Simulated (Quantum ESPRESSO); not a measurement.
**Projected density of states of magnetic MnNi3**

Where do the states of the two spins of MnNi3 lie?

Main program and level: Quantum ESPRESSO 7.5; LDA; plane waves with GBRV 1.5 LDA potentials, no spin-orbit coupling.

### Step 1. Starting point

The structure is cubic, space group Pm-3m (No. 221). The conventional cell has a = 3.593 Å, b = 3.593 Å, c = 3.593 Å, α = 90.00°, β = 90.00°, γ = 90.00°. Nearest to Mn lie 12 Ni at 2.54 Å. Nearest to Ni lie 4 Mn at 2.54 Å and 8 Ni at 2.54 Å. Farther neighbours are not listed.

The cell comes from the Crystallography Open Database.

### Step 2. Ground-state run

This state came out lowest in a comparison of starts that is told elsewhere.

Input file pw.in:

```
&CONTROL
  calculation = 'scf'
  prefix = 'pwscf'
  outdir = './tmp'
  pseudo_dir = './pseudo'
  disk_io = 'low'
/
&SYSTEM
  ibrav = 0
  celldm(1) = 8
  nat = 4
  ntyp = 3
  ecutwfc = 40
  ecutrho = 280
  nbnd = 50
  occupations = 'smearing'
  smearing = 'fd'
  degauss = 0.00734986
  nspin = 2
  starting_magnetization(1) = 0.2333
  starting_magnetization(2) = 0.0556
  starting_magnetization(3) = -0.0556
/
&ELECTRONS
  conv_thr = 8d-09
  electron_maxstep = 150
  mixing_beta = 0.3
/
ATOMIC_SPECIES
Mn     54.9380 mn_lda_v1.5.uspp.F.UPF
Ni1    58.6934 ni_lda_v1.4.uspp.F.UPF
Ni2    58.6934 ni_lda_v1.4.uspp.F.UPF
CELL_PARAMETERS alat
   0.8487232457225    0.0000000000000    0.0000000000000
   0.0000000000000    0.8487232457225    0.0000000000000
   0.0000000000000    0.0000000000000    0.8487232457225
ATOMIC_POSITIONS crystal
Mn      0.0000000000    0.0000000000    0.0000000000
Ni1     0.0000000000    0.5000000000    0.5000000000
Ni2     0.5000000000    0.0000000000    0.5000000000
Ni2     0.5000000000    0.5000000000    0.0000000000
K_POINTS automatic
8 8 8 0 0 0
```

Command:

```
$ OMP_NUM_THREADS=1 mpirun -n 4 pw.x -nk 4 -in pw.in > pw.out
```

The program printed:

```text
Program PWSCF v.7.5 starts

     Message from routine setup:
     using ibrav=0 with symmetry is DISCOURAGED, use correct ibrav instead

     K-points division:     npool     =       4
     Subspace diagonalization in iterative solution of the eigenvalue problem:

     bravais-lattice index     =            0
     lattice parameter (alat)  =       8.0000  a.u.
     unit-cell volume          =     313.0172 (a.u.)^3
     number of atoms/cell      =            4
     number of atomic types    =            3
     number of electrons       =        69.00
     number of Kohn-Sham states=           50
     kinetic-energy cutoff     =      40.0000  Ry
     charge density cutoff     =     280.0000  Ry
     scf convergence threshold =      8.0E-09
     mixing beta               =       0.3000
     number of iterations used =            8  plain     mixing
     Exchange-correlation=  SLA  PZ   NOGX NOGC
                           (   1   1   0   0   0   0   0)

     celldm(1)=   8.000000  celldm(2)=   0.000000  celldm(3)=   0.000000
     celldm(4)=   0.000000  celldm(5)=   0.000000  celldm(6)=   0.000000

     crystal axes: (cart. coord. in units of alat)
               a(1) = (   0.848723   0.000000   0.000000 )
               a(2) = (   0.000000   0.848723   0.000000 )
               a(3) = (   0.000000   0.000000   0.848723 )

     reciprocal axes: (cart. coord. in units 2 pi/alat)
               b(1) = (  1.178240  0.000000  0.000000 )
               b(2) = (  0.000000  1.178240  0.000000 )
               b(3) = (  0.000000  0.000000  1.178240 )

     PseudoPot. # 1 for Mn read from file:
     mn_lda_v1.5.uspp.F.UPF
     Pseudo is Ultrasoft + core correction, Zval = 15.0

     PseudoPot. # 2 for Ni read from file:
     ni_lda_v1.4.uspp.F.UPF
     Pseudo is Ultrasoft + core correction, Zval = 18.0

     PseudoPot. # 3 for Ni read from file:
     ni_lda_v1.4.uspp.F.UPF
     Pseudo is Ultrasoft + core correction, Zval = 18.0

     atomic species   valence    mass     pseudopotential
     Mn               15.00    54.93800     Mn( 1.00)
     Ni1              18.00    58.69340     Ni( 1.00)
     Ni2              18.00    58.69340     Ni( 1.00)

     Starting magnetic structure
     atomic species   magnetization
     Mn              0.233
     Ni1             0.056
     Ni2            -0.056

     16 Sym. Ops., with inversion, found

   Cartesian axes

     site n.     atom                  positions (alat units)
         1        Mn     tau(   1) = (   0.0000000   0.0000000   0.0000000  )
         2        Ni1    tau(   2) = (   0.0000000   0.4243616   0.4243616  )
         3        Ni2    tau(   3) = (   0.4243616   0.0000000   0.4243616  )
         4        Ni2    tau(   4) = (   0.4243616   0.4243616   0.0000000  )

     number of k points=    75  Fermi-Dirac smearing, width (Ry)=  0.0073
                       cart. coord. in units 2pi/alat
        k(    1) = (   0.0000000   0.0000000   0.0000000), wk =   0.0019531
        k(    2) = (   0.0000000   0.0000000   0.1472800), wk =   0.0078125
        k(    3) = (   0.0000000   0.0000000   0.2945601), wk =   0.0078125
        k(    4) = (   0.0000000   0.0000000   0.4418401), wk =   0.0078125
        k(    5) = (   0.0000000   0.0000000  -0.5891202), wk =   0.0039062
        [... 70 further k-points ...]

     Dense  grid:    24837 G-vectors     FFT dimensions: (  40,  40,  40)

     Smooth grid:    10779 G-vectors     FFT dimensions: (  27,  27,  27)

     Check: negative core charge=   -0.000040
     Generating pointlists ...
     new r_m :   0.2476 (alat units)  1.9805 (a.u.) for type    1
     new r_m :   0.2476 (alat units)  1.9805 (a.u.) for type    2
     new r_m :   0.2476 (alat units)  1.9805 (a.u.) for type    3

     Initial potential from superposition of free atoms

     starting charge      62.4999, renormalised to      69.0000
     Starting wfcs are   52 randomized atomic wfcs

     Self-consistent Calculation

     iteration #  1     ecut=    40.00 Ry     beta= 0.30
     Davidson diagonalization with overlap
     ethr =  1.00E-02,  avg # of iterations =  4.5

     total energy              =   -1216.66582237 Ry
     estimated scf accuracy    <      98.03342526 Ry

     total magnetization       =     1.05 Bohr mag/cell
     absolute magnetization    =     1.77 Bohr mag/cell

     iteration #  2     ecut=    40.00 Ry     beta= 0.30
     Davidson diagonalization with overlap
     ethr =  1.00E-02,  avg # of iterations =  3.0

     total energy              =   -1236.80905648 Ry
     estimated scf accuracy    <      42.43996459 Ry

     total magnetization       =     0.09 Bohr mag/cell
     absolute magnetization    =     0.29 Bohr mag/cell

     [... further iterations left out ...]

     iteration # 25     ecut=    40.00 Ry     beta= 0.30
     Davidson diagonalization with overlap
     ethr =  4.66E-10,  avg # of iterations =  2.0

     total energy              =   -1240.78061330 Ry
     estimated scf accuracy    <       0.00000003 Ry

     total magnetization       =     4.58 Bohr mag/cell
     absolute magnetization    =     4.86 Bohr mag/cell

     iteration # 26     ecut=    40.00 Ry     beta= 0.30
     Davidson diagonalization with overlap
     ethr =  4.12E-11,  avg # of iterations =  1.0

     Magnetic moment per site  (integrated on atomic sphere of radius R)
     atom   1 (R=0.248)  charge= 13.3534  magn=  3.0515
     atom   2 (R=0.248)  charge= 16.8155  magn=  0.5032
     atom   3 (R=0.248)  charge= 16.8155  magn=  0.5032
     atom   4 (R=0.248)  charge= 16.8155  magn=  0.5032

     End of self-consistent calculation

     Number of k-points >= 100: set verbosity='high' to print the bands.

     the Fermi energy is    16.5635 ev

!    total energy              =   -1240.78061331 Ry
     estimated scf accuracy    <          5.9E-09 Ry
     smearing contrib. (-TS)   =      -0.01199941 Ry
     internal energy E=F+TS    =   -1240.76861389 Ry

     The total energy is F=E-TS. E is the sum of the following terms:
     one-electron contribution =    -687.55788775 Ry
     hartree contribution      =     384.09770051 Ry
     xc contribution           =    -131.34019010 Ry
     ewald contribution        =    -805.96823655 Ry

     total magnetization       =     4.58 Bohr mag/cell
     absolute magnetization    =     4.86 Bohr mag/cell

     convergence has been achieved in  26 iterations

=------------------------------------------------------------------------------=
   JOB DONE.
=------------------------------------------------------------------------------=
```

The job ended after 55 s (4 MPI ranks of AMD EPYC 9R14 (Zen 4), shared host; peak memory 0.52 GiB).

Spin moment in the atom's sphere by atom:

| atom | spin moment in the atom's sphere (μB) |
| --- | --- |
| Mn1 | 3.05 |
| Ni2 | 0.50 |
| Ni3 | 0.50 |
| Ni4 | 0.50 |

Numbers from this step:

```
smearing term TS       : 0.1633 eV
magnetization          : 4.581 μB
absolute magnetization : 4.86 μB
final state            : ferromagnetic
```

The typed signs were not kept.

### Step 3. Post-processing

Input file projwfc.in:

```
&PROJWFC
  prefix = 'pwscf'
  outdir = './tmp'
  filpdos = 'pdos'
  ngauss = 0
  degauss = 0.01
  DeltaE = 0.05
  Emin = 7.56
  Emax = 21.56
/
```

Command:

```
$ OMP_NUM_THREADS=1 mpirun -n 4 projwfc.x -nk 4 -in projwfc.in > projwfc.out
```

The program printed:

```text
[banner, memory and clock lines left out]
Program PROJWFC v.7.5 starts

     [... lines left out ...]
     IMPORTANT: XC functional enforced from input :
     Exchange-correlation= PZ
                           (   1   1   0   0   0   0   0)
     Any further DFT definition will be discarded
     Please, verify this is what you really want

     G-vector sticks info

     Check: negative core charge=   -0.000040

     Gaussian broadening (read from input): ngauss,degauss=   0    0.010000

     Calling projwave ....

  Problem Sizes
  natomwfc =           52
  nbnd     =           50
  nkstot   =          150
  npwx     =         1357
  nkb      =           72

     Atomic states used for projection
     (read from pseudopotential files):

     state #   1: atom   1 (Mn ), wfc  1 (l=0 m= 1)
     state #   2: atom   1 (Mn ), wfc  2 (l=1 m= 1)
     state #   3: atom   1 (Mn ), wfc  2 (l=1 m= 2)
     state #   4: atom   1 (Mn ), wfc  2 (l=1 m= 3)
     state #   5: atom   1 (Mn ), wfc  3 (l=0 m= 1)
     state #   6: atom   1 (Mn ), wfc  4 (l=2 m= 1)
     state #   7: atom   1 (Mn ), wfc  4 (l=2 m= 2)
     state #   8: atom   1 (Mn ), wfc  4 (l=2 m= 3)
     state #   9: atom   1 (Mn ), wfc  4 (l=2 m= 4)
     state #  10: atom   1 (Mn ), wfc  4 (l=2 m= 5)
     state #  11: atom   1 (Mn ), wfc  5 (l=1 m= 1)
     state #  12: atom   1 (Mn ), wfc  5 (l=1 m= 2)
     state #  13: atom   1 (Mn ), wfc  5 (l=1 m= 3)
     state #  14: atom   2 (Ni1), wfc  1 (l=0 m= 1)
     state #  15: atom   2 (Ni1), wfc  2 (l=1 m= 1)
     state #  16: atom   2 (Ni1), wfc  2 (l=1 m= 2)
     state #  17: atom   2 (Ni1), wfc  2 (l=1 m= 3)
     state #  18: atom   2 (Ni1), wfc  3 (l=2 m= 1)
     state #  19: atom   2 (Ni1), wfc  3 (l=2 m= 2)
     state #  20: atom   2 (Ni1), wfc  3 (l=2 m= 3)
     state #  21: atom   2 (Ni1), wfc  3 (l=2 m= 4)
     state #  22: atom   2 (Ni1), wfc  3 (l=2 m= 5)
     state #  23: atom   2 (Ni1), wfc  4 (l=0 m= 1)
     state #  24: atom   2 (Ni1), wfc  5 (l=1 m= 1)
     state #  25: atom   2 (Ni1), wfc  5 (l=1 m= 2)
     state #  26: atom   2 (Ni1), wfc  5 (l=1 m= 3)
     state #  27: atom   3 (Ni2), wfc  1 (l=0 m= 1)
     state #  28: atom   3 (Ni2), wfc  2 (l=1 m= 1)
     state #  29: atom   3 (Ni2), wfc  2 (l=1 m= 2)
     state #  30: atom   3 (Ni2), wfc  2 (l=1 m= 3)
     state #  31: atom   3 (Ni2), wfc  3 (l=2 m= 1)
     state #  32: atom   3 (Ni2), wfc  3 (l=2 m= 2)
     state #  33: atom   3 (Ni2), wfc  3 (l=2 m= 3)
     state #  34: atom   3 (Ni2), wfc  3 (l=2 m= 4)
     state #  35: atom   3 (Ni2), wfc  3 (l=2 m= 5)
     state #  36: atom   3 (Ni2), wfc  4 (l=0 m= 1)
     state #  37: atom   3 (Ni2), wfc  5 (l=1 m= 1)
     state #  38: atom   3 (Ni2), wfc  5 (l=1 m= 2)
     state #  39: atom   3 (Ni2), wfc  5 (l=1 m= 3)
     state #  40: atom   4 (Ni2), wfc  1 (l=0 m= 1)
     state #  41: atom   4 (Ni2), wfc  2 (l=1 m= 1)
     state #  42: atom   4 (Ni2), wfc  2 (l=1 m= 2)
     state #  43: atom   4 (Ni2), wfc  2 (l=1 m= 3)
     state #  44: atom   4 (Ni2), wfc  3 (l=2 m= 1)
     state #  45: atom   4 (Ni2), wfc  3 (l=2 m= 2)
     state #  46: atom   4 (Ni2), wfc  3 (l=2 m= 3)
     state #  47: atom   4 (Ni2), wfc  3 (l=2 m= 4)
     state #  48: atom   4 (Ni2), wfc  3 (l=2 m= 5)
     state #  49: atom   4 (Ni2), wfc  4 (l=0 m= 1)
     state #  50: atom   4 (Ni2), wfc  5 (l=1 m= 1)
     state #  51: atom   4 (Ni2), wfc  5 (l=1 m= 2)
     state #  52: atom   4 (Ni2), wfc  5 (l=1 m= 3)

 [... projections of the bands left out ...]

Lowdin Charges:

     Atom #   1: total charge =  15.1152, s =  2.4547, p =  7.1819, d =  5.4786,
                 spin up      =   9.1825, s =  1.2347,
                 spin up      =   9.1825, p =  3.5951, pz=  1.1984, px=  1.1984, py=  1.1984,
                 spin up      =   9.1825, d =  4.3526, dz2=  0.8992, dxz=  0.8514, dyz=  0.8514, dx2-y2=  0.8992, dxy=  0.8514,
                 spin down    =   5.9328, s =  1.2200,
                 spin down    =   5.9328, p =  3.5868, pz=  1.1956, px=  1.1956, py=  1.1956,
                 spin down    =   5.9328, d =  1.1259, dz2=  0.1874, dxz=  0.2504, dyz=  0.2504, dx2-y2=  0.1874, dxy=  0.2504,
                 polarization =   3.2497, s =  0.0148, p =  0.0082, d =  3.2267,
     Atom #   2: total charge =  17.9218, s =  2.4040, p =  7.0069, d =  8.5110,
                 spin up      =   9.1862, s =  1.1917,
                 spin up      =   9.1862, p =  3.4776, pz=  1.1617, px=  1.1541, py=  1.1617,
                 spin up      =   9.1862, d =  4.5168, dz2=  0.9251, dxz=  0.8985, dyz=  0.8738, dx2-y2=  0.9209, dxy=  0.8985,
                 spin down    =   8.7356, s =  1.2123,
                 spin down    =   8.7356, p =  3.5292, pz=  1.1751, px=  1.1789, py=  1.1751,
                 spin down    =   8.7356, d =  3.9941, dz2=  0.8099, dxz=  0.7335, dyz=  0.8574, dx2-y2=  0.8600, dxy=  0.7335,
                 polarization =   0.4505, s = -0.0205, p = -0.0516, d =  0.5227,
     Atom #   3: total charge =  17.9218, s =  2.4040, p =  7.0069, d =  8.5109,
                 spin up      =   9.1862, s =  1.1917,
                 spin up      =   9.1862, p =  3.4776, pz=  1.1617, px=  1.1617, py=  1.1541,
                 spin up      =   9.1862, d =  4.5168, dz2=  0.9251, dxz=  0.8738, dyz=  0.8985, dx2-y2=  0.9209, dxy=  0.8985,
                 spin down    =   8.7356, s =  1.2123,
                 spin down    =   8.7356, p =  3.5292, pz=  1.1751, px=  1.1751, py=  1.1789,
                 spin down    =   8.7356, d =  3.9941, dz2=  0.8099, dxz=  0.8574, dyz=  0.7335, dx2-y2=  0.8600, dxy=  0.7335,
                 polarization =   0.4505, s = -0.0205, p = -0.0516, d =  0.5227,
     Atom #   4: total charge =  17.9218, s =  2.4040, p =  7.0069, d =  8.5109,
                 spin up      =   9.1862, s =  1.1917,
                 spin up      =   9.1862, p =  3.4776, pz=  1.1541, px=  1.1617, py=  1.1617,
                 spin up      =   9.1862, d =  4.5168, dz2=  0.9188, dxz=  0.8985, dyz=  0.8985, dx2-y2=  0.9272, dxy=  0.8738,
                 spin down    =   8.7356, s =  1.2123,
                 spin down    =   8.7356, p =  3.5292, pz=  1.1789, px=  1.1751, py=  1.1751,
                 spin down    =   8.7356, d =  3.9941, dz2=  0.8850, dxz=  0.7335, dyz=  0.7335, dx2-y2=  0.7848, dxy=  0.8574,
                 polarization =   0.4505, s = -0.0205, p = -0.0516, d =  0.5227,
     Spilling Parameter:   0.0017
```

It took 3.1 s on 4 MPI ranks; peak memory 0.31 GiB.

The density of states has structure finer than the step of the table below, so its rows give means over 0.5 eV, whole bins alone (the curve runs from -9.00 to 5.05 eV). Peaks (eV: height): up -3.35: 4.07, -1.95: 6.67, -1.20: 5.38, -0.50: 6.35; down -1.90: 4.96, -1.20: 6.33, 1.30: 6.52, 3.35: 1.06; Mn1 d up -3.30: 0.964, -1.95: 1.21, -0.25: 1.84; Mn1 d down -1.15: 0.554, 1.25: 3.5; Ni2 d up -1.95: 1.67, -1.20: 1.42, -0.50: 1.6.

Gaussian broadening of 0.136 eV on the SCF mesh. Table of density of states by energy, zero at the Fermi level; means over each step; values in states/eV/cell:

| energy (eV) | up | down | Mn1 d up | Mn1 d down | Ni2 d up | Ni2 d down |
| --- | --- | --- | --- | --- | --- | --- |
| -8.5 | 0.0521 | 0.0163 | 0 | 0 | 0 | 0 |
| -8.0 | 0.0988 | 0.0897 | 1.4e-4 | 2.6e-5 | 4.2e-5 | 0 |
| -7.5 | 0.171 | 0.178 | 6.0e-4 | 3.1e-4 | 2.8e-4 | 2.5e-4 |
| -7.0 | 0.230 | 0.142 | 0.00224 | 6.0e-4 | 0.00115 | 5.2e-4 |
| -6.5 | 0.243 | 0.257 | 0.00433 | 0.00171 | 0.00228 | 0.00161 |
| -6.0 | 0.303 | 0.298 | 0.0101 | 0.00367 | 0.00570 | 0.00357 |
| -5.5 | 0.489 | 0.307 | 0.0284 | 0.00674 | 0.0153 | 0.00733 |
| -5.0 | 0.641 | 0.470 | 0.0851 | 0.0161 | 0.0440 | 0.0166 |
| -4.5 | 1.70 | 0.596 | 0.391 | 0.0358 | 0.203 | 0.0416 |
| -4.0 | 2.47 | 1.19 | 0.585 | 0.106 | 0.426 | 0.157 |
| -3.5 | 3.75 | 2.04 | 0.843 | 0.192 | 0.790 | 0.391 |
| -3.0 | 3.40 | 3.20 | 0.771 | 0.287 | 0.744 | 0.781 |
| -2.5 | 4.80 | 3.55 | 0.854 | 0.242 | 1.14 | 0.944 |
| -2.0 | 6.09 | 4.25 | 1.09 | 0.244 | 1.51 | 1.16 |
| -1.5 | 4.58 | 4.54 | 0.719 | 0.301 | 1.19 | 1.26 |
| -1.0 | 5.04 | 5.77 | 1.20 | 0.450 | 1.22 | 1.65 |
| -0.5 | 5.75 | 4.39 | 1.48 | 0.298 | 1.39 | 1.24 |
| 0.0 | 2.61 | 2.33 | 0.938 | 0.108 | 0.503 | 0.686 |
| 0.5 | 0.811 | 0.372 | 0.151 | 0.0368 | 0.141 | 0.103 |
| 1.0 | 0.517 | 3.66 | 0.0558 | 1.97 | 0.0810 | 0.424 |
| 1.5 | 0.656 | 4.01 | 0.130 | 2.25 | 0.0653 | 0.472 |
| 2.0 | 0.457 | 1.71 | 0.0696 | 1.24 | 0.0383 | 0.0995 |
| 2.5 | 0.530 | 0.686 | 0.0737 | 0.389 | 0.0449 | 0.0393 |
| 3.0 | 0.589 | 0.485 | 0.0660 | 0.238 | 0.0433 | 0.0293 |
| 3.5 | 0.501 | 0.815 | 0.0446 | 0.340 | 0.0307 | 0.0492 |
| 4.0 | 0.346 | 0.770 | 0.0325 | 0.247 | 0.0229 | 0.0464 |
| 4.5 | 0.328 | 0.426 | 0.0227 | 0.106 | 0.0165 | 0.0238 |

### Step 4. What came out

```
state                      : ferromagnetic
largest moment in a sphere : 3.05 μB
```

In words: The most distinct maxima of the density of states (up) lie at -3.35, -1.95, -1.20 and -0.50 eV, the highest at -1.95 eV. These are Kohn–Sham states without spin–orbit coupling, on the mesh of the self-consistent run. Energies are free energies at an electronic temperature of 1160 K, which lowers moments and differences where the moments are itinerant.

[Logs and program files are shortened in this print: banners, set-up blocks, solver, clock and traceback lines can be left out without a mark of their own.]

[Logs are printed without paths, hosts, clocks, repeated set-up lines and the standing remarks that a program may print on its own settings, such as how far it seeks lower states.]

[Hosts, paths, dates, database ids (printed as entryN), source tags and the programs' standing remarks are cut or masked in the printed files.]

[Where a cell is said to come from a database of computed structures, the database is the Materials Project.]
